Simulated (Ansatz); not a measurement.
# Band gap of SnI4O12 (P-1) from density functionals to GW

Wanted: a ladder of band gaps for SnI4O12 (P-1), from density functionals to G0W0.

Program: Ansatz 0.2.0. Level of theory: density functionals, hybrids and G0W0, plane waves, PAW. Results are calculated unless marked as measured.

Most raw output is cut from this account.

In doubt: masses and optical values from hybrid runs of this build are listed as unsure (steps 11, 12), which bears on the screening that GW takes from such a start.

## (1) Set-up

The cell holds 17 atoms: 1 Sn, 4 I and 12 O. Its edges and angles: a = 5.058 Å, b = 6.281 Å, c = 8.386 Å, α = 87.7°, β = 88.6°, γ = 89.0°. It derives from SnI4O12.

Geometry: measured cell, ions relaxed with PBE. The runs that relaxed it are not among those shown. Spin-orbit coupling is left out unless a step names it.

The logs state that the PAW files were generated under PBE.

## (2) LDA on the 4×4×4 mesh

This step: DFT, LDA, plane waves, PAW; PAW set soft_1.

The input, input.yaml:

```yaml
crystal:
  lattice:
    - [5.0576, 0.0, 0.0]
    - [0.1062173362, 6.279901792, 0.0]
    - [0.1980229617, 0.3361895656, 8.3774187989]
  atoms:
    - { symbol: Sn, position: [0.0, 0.0, 0.5] }
    - { symbol: I, position: [0.5061148231, 0.7764667496, 0.237035738] }
    - { symbol: I, position: [0.4938851769, 0.2235332504, 0.762964262] }
    - { symbol: I, position: [0.9806449621, 0.6993687757, 0.8436912468] }
    - { symbol: I, position: [0.0193550379, 0.3006312243, 0.1563087532] }
    - { symbol: O, position: [0.782882709, 0.9590566929, 0.2966559641] }
    - { symbol: O, position: [0.217117291, 0.0409433071, 0.7033440359] }
    - { symbol: O, position: [0.3031160215, 0.7954234777, 0.4238411328] }
    - { symbol: O, position: [0.6968839785, 0.2045765223, 0.5761588672] }
    - { symbol: O, position: [0.8472236491, 0.7454330787, 0.6369154755] }
    - { symbol: O, position: [0.1527763509, 0.2545669213, 0.3630845245] }
    - { symbol: O, position: [0.8260917482, 0.4351970098, 0.8854019874] }
    - { symbol: O, position: [0.1739082518, 0.5648029902, 0.1145980126] }
    - { symbol: O, position: [0.6674548844, 0.5288324017, 0.2906575423] }
    - { symbol: O, position: [0.3325451156, 0.4711675983, 0.7093424577] }
    - { symbol: O, position: [0.7314164081, 0.8620142688, 0.9456220245] }
    - { symbol: O, position: [0.2685835919, 0.1379857312, 0.0543779755] }
kpoints:
  mp_grid: { grid: [4, 4, 4] }
  band_path:
    path:
      - [0.0, 0.0, 0.0]
      - [0.0, -0.5, 0.0]
      - [-0.5, 0.0, 0.0]
      - [0.0, 0.0, -0.5]
      - [-0.5, -0.5, -0.5]
      - [-0.5, 0.0, -0.5]
      - [0.0, -0.5, -0.5]
      - [-0.5, -0.5, 0.0]
      - [0.25, -0.5, 0.0]
      - [-0.4, -0.4, 0.0]
    npoints: 1
hamiltonian:
  xc: lda
  pseudopotentials: { kind: paw, azcp: { folder: soft_1 }, xc_functional: pbe }
scf:
  occupations: { method: fixed }
  n_extra_bands: 9
output:
  eigenvalues: true
  forces: true
  stress: true
```

Command:

```bash
ansatz run input.yaml --threads 2 --pin off --max-ram 92160MiB --backend cuda --events-out ev --progress --plain --runs-dir out --devices 1 --max-vram 13GiB
```

It took 20 s on 1 × NVIDIA H100 80GB HBM3 (shared by 6 runs) with 2 threads of AMD EPYC 7R13 (Zen 3), shared host; peak memory 0.98 GiB; 29 s of CPU time.

This step gave:

* pressure: -5.549 GPa
* gap: 2.657 eV
* valence top at: U
* conduction bottom at: k = (0.250, -0.500, 0.000)
* least direct gap: 2.802 eV

Over mesh and listed points the gap is 2.657 eV, from k = (0.000, -0.500, -0.500) to k = (0.250, -0.500, 0.000). The least direct gap found is 2.802 eV, at k = (-0.400, -0.400, 0.000). The pressure in this cell is -6 GPa; the cell is kept.

## (3) PBEsol on the 4×4×4 mesh

This step: DFT, PBEsol, plane waves, PAW; PAW set soft_1.

Changes to input.yaml since step 2:

```diff
@@ -39,3 +39,3 @@
 hamiltonian:
-  xc: lda
+  xc: pbesol
   pseudopotentials: { kind: paw, azcp: { folder: soft_1 }, xc_functional: pbe }
```

Elapsed: 16 s, on 1 × NVIDIA H100 80GB HBM3 (shared by 6 runs) with 2 threads; peak memory 1 GiB; 25 s of CPU time.

This step gave:

```
pressure             : -1.939 GPa
gap                  : 2.689 eV
valence top at       : U
conduction bottom at : k = (0.250, -0.500, 0.000)
least direct gap     : 2.834 eV
```

Over mesh and listed points the gap is 2.689 eV, from k = (0.000, -0.500, -0.500) to k = (0.250, -0.500, 0.000). The least direct gap found is 2.834 eV, at k = (-0.400, -0.400, 0.000). PBEsol against LDA: 2.689 − 2.657 = +0.032 eV, with the same mesh, files and cutoff, and both edges at the same k points.

## (4) PBE on the 4×4×4 mesh

Levels along a band path and on the mesh show where this functional puts the band edges.

This step: DFT, PBE, plane waves, PAW; PAW set soft_1.

Changes to input.yaml since step 3:

```diff
@@ -27,18 +27,12 @@
     path:
-      - [0.0, 0.0, 0.0]
-      - [0.0, -0.5, 0.0]
-      - [-0.5, 0.0, 0.0]
-      - [0.0, 0.0, -0.5]
-      - [-0.5, -0.5, -0.5]
-      - [-0.5, 0.0, -0.5]
-      - [0.0, -0.5, -0.5]
-      - [-0.5, -0.5, 0.0]
-      - [0.25, -0.5, 0.0]
-      - [-0.4, -0.4, 0.0]
-    npoints: 1
+      - [[0.0, 0.0, 0.0], [0.0, -0.5, 0.0]]
+      - [[-0.5, 0.0, 0.0], [0.0, 0.0, 0.0], [0.0, 0.0, -0.5]]
+      - [[-0.5, -0.5, -0.5], [0.0, 0.0, 0.0], [-0.5, 0.0, -0.5]]
+      - [[0.0, -0.5, -0.5], [0.0, 0.0, 0.0], [-0.5, -0.5, 0.0]]
+    npoints: 10
 hamiltonian:
-  xc: pbesol
-  pseudopotentials: { kind: paw, azcp: { folder: soft_1 }, xc_functional: pbe }
+  xc: pbe
+  pseudopotentials: { kind: paw, azcp: { folder: soft_1 } }
 scf:
-  occupations: { method: fixed }
+  occupations: { method: fermi_dirac, width: 0.02 }
   n_extra_bands: 9
@@ -48 +42,5 @@
   stress: true
+  write_density: true
+  write_potential: true
+  elf: true
+  volumetric_format: npy
```

Run time: 13 s. Hardware: 1 × NVIDIA H100 80GB HBM3 (shared by 6 runs) with 2 threads; peak memory 1.3 GiB; 13 s of CPU time.

Numbers from this step:

```
pressure             : 2.050 GPa
gap                  : 2.746 eV
valence top at       : U
conduction bottom at : k = (0.250, -0.500, 0.000)
least direct gap     : 2.892 eV
```

Over mesh and path the gap is 2.746 eV, from k = (0.000, -0.500, -0.500) to k = (0.250, -0.500, 0.000). The least direct gap found is 2.892 eV, at k = (-0.400, -0.400, 0.000). PBE against PBEsol: 2.746 − 2.689 = +0.057 eV, with the same mesh, files and cutoff, and both edges at the same k points.

## (5) PBE+SOC on the 4×4×4 mesh

This run has two-component orbitals with spin-orbit coupling.

This step: DFT, PBE with spin-orbit coupling, plane waves, PAW; PAW set soft_1.

Changes to input.yaml since step 4:

```diff
@@ -27,13 +27,22 @@
     path:
-      - [[0.0, 0.0, 0.0], [0.0, -0.5, 0.0]]
-      - [[-0.5, 0.0, 0.0], [0.0, 0.0, 0.0], [0.0, 0.0, -0.5]]
-      - [[-0.5, -0.5, -0.5], [0.0, 0.0, 0.0], [-0.5, 0.0, -0.5]]
-      - [[0.0, -0.5, -0.5], [0.0, 0.0, 0.0], [-0.5, -0.5, 0.0]]
-    npoints: 10
+      - [0.0, 0.0, 0.0]
+      - [0.0, -0.5, 0.0]
+      - [-0.5, 0.0, 0.0]
+      - [0.0, 0.0, -0.5]
+      - [-0.5, -0.5, -0.5]
+      - [-0.5, 0.0, -0.5]
+      - [0.0, -0.5, -0.5]
+      - [-0.5, -0.5, 0.0]
+      - [0.25, -0.5, 0.0]
+      - [-0.4, -0.4, 0.0]
+    npoints: 1
 hamiltonian:
   xc: pbe
-  pseudopotentials: { kind: paw, azcp: { folder: soft_1 } }
+  pseudopotentials: { kind: paw_fr, azcp: { folder: soft_1 } }
 scf:
-  occupations: { method: fermi_dirac, width: 0.02 }
-  n_extra_bands: 9
+  occupations: { method: fixed }
+  n_extra_bands: 18
+magnetization:
+  noncollinear: true
+  spin_orbit: true
 output:
```

Wall time 33 s (1 × NVIDIA H100 80GB HBM3 (shared by 6 runs) with 2 threads); peak memory 2.3 GiB.

Numbers from this step:

| Property | Result |
| --- | --- |
| pressure | 2.203 GPa |
| gap | 2.703 eV |
| valence top at | U |
| conduction bottom at | k = (0.250, -0.500, 0.000) |
| least direct gap | 2.847 eV |

Over mesh and listed points the gap is 2.703 eV, from k = (0.000, -0.500, -0.500) to k = (0.250, -0.500, 0.000). The least direct gap found is 2.847 eV, at k = (-0.400, -0.400, 0.000). PBE+SOC against PBE: 2.703 − 2.746 = −0.043 eV, with the same mesh, set of files (read in its fully relativistic form for the spin-orbit run) and cutoff, and both edges at the same k points. The spin-orbit run sees mesh and listed points alone, so its gap is an upper bound: the coupling can move an edge off these points, and the change over the zone, its sign included where it is small, is not known.

## (6) r2SCAN on the 4×4×4 mesh

r2SCAN is a meta-GGA: it depends on the kinetic-energy density as well as on the density and its gradient.

This step: DFT, r2SCAN, plane waves, PAW; PAW set soft_1.

Changes to input.yaml since step 5:

```diff
@@ -39,10 +39,7 @@
 hamiltonian:
-  xc: pbe
-  pseudopotentials: { kind: paw_fr, azcp: { folder: soft_1 } }
+  xc: r2scan
+  pseudopotentials: { kind: paw, azcp: { folder: soft_1 } }
 scf:
   occupations: { method: fixed }
-  n_extra_bands: 18
-magnetization:
-  noncollinear: true
-  spin_orbit: true
+  n_extra_bands: 9
 output:
@@ -51,5 +48 @@
   stress: true
-  write_density: true
-  write_potential: true
-  elf: true
-  volumetric_format: npy
```

Wall time 27 s (1 × NVIDIA H100 80GB HBM3 (shared by 6 runs) with 2 threads); peak memory 1.4 GiB; 45 s of CPU time.

Numbers from this step:

```yaml
pressure: -3.377 GPa
gap: 3.159 eV
valence_top_at: U
conduction_bottom_at: k = (0.250, -0.500, 0.000)
least_direct_gap: 3.317 eV
```

Over mesh and listed points the gap is 3.159 eV, from k = (0.000, -0.500, -0.500) to k = (0.250, -0.500, 0.000). The least direct gap found is 3.317 eV, at k = (-0.400, -0.400, 0.000). r2SCAN against PBE: 3.159 − 2.746 = +0.413 eV. The runs also differ in plane-wave cutoff (420 eV and 500 eV), so how much of this comes from the functional alone is not known.

## (7) HSE06 on the 4×2×2 mesh

HSE06 mixes in a quarter of exact exchange at short range.

This step: DFT, HSE06, plane waves, PAW; PAW set soft_1.

Changes to input.yaml since step 6:

```diff
@@ -24,3 +24,3 @@
 kpoints:
-  mp_grid: { grid: [4, 4, 4] }
+  mp_grid: { grid: [4, 2, 2] }
   band_path:
@@ -39,3 +39,3 @@
 hamiltonian:
-  xc: r2scan
+  xc: hse06
   pseudopotentials: { kind: paw, azcp: { folder: soft_1 } }
@@ -46,3 +46 @@
   eigenvalues: true
-  forces: true
-  stress: true
```

Elapsed: 81 s, on 1 × NVIDIA H100 80GB HBM3 (shared by 6 runs) with 2 threads; peak memory 1.7 GiB.

This step gave:

| Quantity | Value |
| --- | --- |
| gap | 4.002 eV |
| valence top at | U |
| conduction bottom at | k = (0.250, -0.500, 0.000) |
| least direct gap | 4.166 eV |
| exact-exchange fraction | 0.25 |

Over mesh and listed points the gap is 4.002 eV, from k = (0.000, -0.500, -0.500) to k = (0.250, -0.500, 0.000). The least direct gap found is 4.166 eV, at k = (-0.400, -0.400, 0.000). HSE06 against PBE: 4.002 − 2.746 = +1.256 eV. The runs also differ in mesh (4×4×4 and 4×2×2), so how much of this comes from the functional alone is not known.

## (8) PBE0 on the 4×2×2 mesh

PBE0 mixes in a quarter of exact exchange at all distances.

This step: DFT, PBE0, plane waves, PAW; PAW set soft_1.

Changes to input.yaml since step 7:

```diff
@@ -39,3 +39,3 @@
 hamiltonian:
-  xc: hse06
+  xc: pbe0
   pseudopotentials: { kind: paw, azcp: { folder: soft_1 } }
@@ -46 +46,5 @@
   eigenvalues: true
+  write_density: true
+  write_potential: true
+  elf: true
+  volumetric_format: npy
```

Run time: 81 s. Hardware: 1 × NVIDIA H100 80GB HBM3 (shared by 6 runs) with 2 threads; peak memory 1.7 GiB.

This step gave:

- gap: 4.739 eV
- valence top at: U
- conduction bottom at: k = (0.250, -0.500, 0.000)
- least direct gap: 4.902 eV
- exact-exchange fraction: 0.25

Over mesh and listed points the gap is 4.739 eV, from k = (0.000, -0.500, -0.500) to k = (0.250, -0.500, 0.000). The least direct gap found is 4.902 eV, at k = (-0.400, -0.400, 0.000). PBE0 against HSE06: 4.739 − 4.002 = +0.737 eV, with the same mesh, files and cutoff, and both edges at the same k points.

## (9) DDH-PBE0 on the 4×2×2 mesh

The input asks for a share of exact exchange of one over the crystal's ε∞, which the program works out first.

This step: DFT, dielectric-dependent PBE0 (fraction 1/eps_inf of PBE), plane waves, PAW; PAW set soft_1.

Changes to input.yaml since step 8:

```diff
@@ -23,2 +23,3 @@
     - { symbol: O, position: [0.2685835919, 0.1379857312, 0.0543779755] }
+  host: atoms
 kpoints:
@@ -39,3 +40,6 @@
 hamiltonian:
-  xc: pbe0
+  xc:
+    exchange: pbe
+    correlation: pbe
+    exx: { coeff: inverse_dielectric }
   pseudopotentials: { kind: paw, azcp: { folder: soft_1 } }
```

It took 1.7 min on 1 × NVIDIA H100 80GB HBM3 (shared by 6 runs) with 2 threads; peak memory 2.5 GiB; 2.4 min of CPU time.

Numbers from this step:

```
gap                     : 4.481 eV
valence top at          : U
conduction bottom at    : k = (0.250, -0.500, 0.000)
least direct gap        : 4.643 eV
exact-exchange fraction : 0.2188
```

Over mesh and listed points the gap is 4.481 eV, from k = (0.000, -0.500, -0.500) to k = (0.250, -0.500, 0.000). The least direct gap found is 4.643 eV, at k = (-0.400, -0.400, 0.000). DDH-PBE0 against PBE0: 4.481 − 4.739 = −0.258 eV, with the same mesh, files and cutoff, and both edges at the same k points.

## (10) G0W0@PBE, 4×2×2 mesh, 1000 empty bands, screening to 140 eV, PAW set soft_1 files

G0W0 replaces the xc potential by a self-energy built once from the orbitals of the start. Levels are corrected in the window of bands that the input names, at points of the mesh.

This step: G0W0 on PBE, plane waves, PAW; PAW set soft_1.

Changes to input.yaml since step 9:

```diff
@@ -23,23 +23,6 @@
     - { symbol: O, position: [0.2685835919, 0.1379857312, 0.0543779755] }
-  host: atoms
 kpoints:
   mp_grid: { grid: [4, 2, 2] }
-  band_path:
-    path:
-      - [0.0, 0.0, 0.0]
-      - [0.0, -0.5, 0.0]
-      - [-0.5, 0.0, 0.0]
-      - [0.0, 0.0, -0.5]
-      - [-0.5, -0.5, -0.5]
-      - [-0.5, 0.0, -0.5]
-      - [0.0, -0.5, -0.5]
-      - [-0.5, -0.5, 0.0]
-      - [0.25, -0.5, 0.0]
-      - [-0.4, -0.4, 0.0]
-    npoints: 1
 hamiltonian:
-  xc:
-    exchange: pbe
-    correlation: pbe
-    exx: { coeff: inverse_dielectric }
+  xc: pbe
   pseudopotentials: { kind: paw, azcp: { folder: soft_1 } }
@@ -47,8 +30,7 @@
   occupations: { method: fixed }
-  n_extra_bands: 9
-output:
-  eigenvalues: true
-  write_density: true
-  write_potential: true
-  elf: true
-  volumetric_format: npy
+gw:
+  n_empty_bands: 1000
+  ecut_chi: 140.0
+  qp_bands: [v4, c4]
+  qp_kpoints: band_edges
+  screening: { model: contour_deformation }
```

The job ended after 66 s (1 × NVIDIA H100 80GB HBM3 (shared by 6 runs) with 2 threads; peak memory 4 GiB).

This step gave:

```
bands summed                                    : 1077
RPA ε∞ on this mesh (eigenvalues)               : 3.982, 4.525, 4.599
plane waves in the screening matrix             : 987
G0W0 gap over the corrected points              : 4.111 eV
k of the valence top                            : 0, -0.5, -0.5
k of the conduction bottom                      : 0.25, -0.5, 0
starting gap on the mesh                        : 2.746 eV
Z at the valence top                            : 0.7372
Z at the conduction bottom                      : 0.7840
least direct G0W0 gap over the corrected points : 4.315 eV
```

Over all 12 irreducible mesh points the G0W0 gap is 4.111 eV, from k = (0.000, -0.500, -0.500) to k = (0.250, -0.500, 0.000). The PBE gap of this run on the mesh is 2.746 eV. The two states that bound the G0W0 gap lie that far apart at the start, so the correction of the gap is 4.111 − 2.746 = +1.365 eV.

## (11) G0W0@HSE06, 4×2×2 mesh, 1000 empty bands, screening to 140 eV, PAW set soft_1 files

This step: G0W0 on HSE06, plane waves, PAW; PAW set soft_1.

Changes to input.yaml since step 10:

```diff
@@ -26,3 +26,3 @@
 hamiltonian:
-  xc: pbe
+  xc: hse06
   pseudopotentials: { kind: paw, azcp: { folder: soft_1 } }
```

Elapsed: 5.7 min, on 1 × NVIDIA H100 80GB HBM3 (shared by 6 runs) with 2 threads; peak memory 4.5 GiB; 7.6 min of CPU time.

Numbers from this step:

```yaml
bands_summed: 1077
rpa_eps_infinity_on_this_mesh_eigenvalues: 3.222, 3.588, 3.640
plane_waves_in_the_screening_matrix: 987
g0w0_gap_over_the_corrected_points: 4.814 eV
k_of_the_valence_top: 0, -0.5, -0.5
k_of_the_conduction_bottom: 0.25, -0.5, 0
starting_gap_on_the_mesh: 4.002 eV
z_at_the_valence_top: 0.7819
z_at_the_conduction_bottom: 0.8208
least_direct_g0w0_gap_over_the_corrected_points: 5.025 eV
```

Over all 12 irreducible mesh points the G0W0 gap is 4.814 eV, from k = (0.000, -0.500, -0.500) to k = (0.250, -0.500, 0.000). The HSE06 gap of this run on the mesh is 4.002 eV. The two states that bound the G0W0 gap lie that far apart at the start, so the correction of the gap is 4.814 − 4.002 = +0.812 eV. G0W0@HSE06 against G0W0@PBE with 1077 bands: 4.814 − 4.111 = +0.703 eV, with the same mesh, files and cutoffs, and both edges at the same k points.

## (12) G0W0@PBE0, 4×2×2 mesh, 1000 empty bands, screening to 140 eV, PAW set soft_1 files

This step: G0W0 on PBE0, plane waves, PAW; PAW set soft_1.

Changes to input.yaml since step 11:

```diff
@@ -26,3 +26,3 @@
 hamiltonian:
-  xc: hse06
+  xc: pbe0
   pseudopotentials: { kind: paw, azcp: { folder: soft_1 } }
```

Elapsed: 4.7 min, on 1 × NVIDIA H100 80GB HBM3 (shared by 6 runs) with 2 threads; peak memory 4.5 GiB.

Numbers from this step:

```yaml
bands_summed: 1077
rpa_eps_infinity_on_this_mesh_eigenvalues: 3.053, 3.375, 3.420
plane_waves_in_the_screening_matrix: 987
g0w0_gap_over_the_corrected_points: 5.032 eV
k_of_the_valence_top: 0, -0.5, -0.5
k_of_the_conduction_bottom: 0.25, -0.5, 0
starting_gap_on_the_mesh: 4.739 eV
z_at_the_valence_top: 0.7951
z_at_the_conduction_bottom: 0.8322
least_direct_g0w0_gap_over_the_corrected_points: 5.247 eV
```

Over all 12 irreducible mesh points the G0W0 gap is 5.032 eV, from k = (0.000, -0.500, -0.500) to k = (0.250, -0.500, 0.000). The PBE0 gap of this run on the mesh is 4.739 eV. The two states that bound the G0W0 gap lie that far apart at the start, so the correction of the gap is 5.032 − 4.739 = +0.293 eV. G0W0@PBE0 against G0W0@HSE06 with 1077 bands: 5.032 − 4.814 = +0.218 eV, with the same mesh, files and cutoffs, and both edges at the same k points. The program's warnings for this run: coarse exchange mesh.

(Continued in part 2 of 2.)

[Paths, hosts, dates, memory and timing lines, banners, echoed tables and standing remarks are left out of the program output.]

[Logs are printed without paths, hosts, clocks, repeated set-up lines and the standing remarks that a program may print on its own settings, such as how far it seeks lower states.]

[Runs of the session that timed out or met a known fault of the program may be left out.]

[Cells called generated may have been cut or substituted from an entry of the Crystallography Open Database or the Materials Project.]

[Hosts, paths, dates, database ids (printed as entryN), source tags and the programs' standing remarks are cut or masked in the printed files.]

[Where an RPA ε∞ is given, it is that of the G0W0 mesh and is not shown converged in it. Names of k-points follow the symmetry that the program found, which can be lower than the space group named. Band edges on a path are those of the sampled points; other points can move an edge, and change direct to indirect where valleys lie close.]

[Hybrid gaps are those of their k-mesh and are not shown converged in it.]
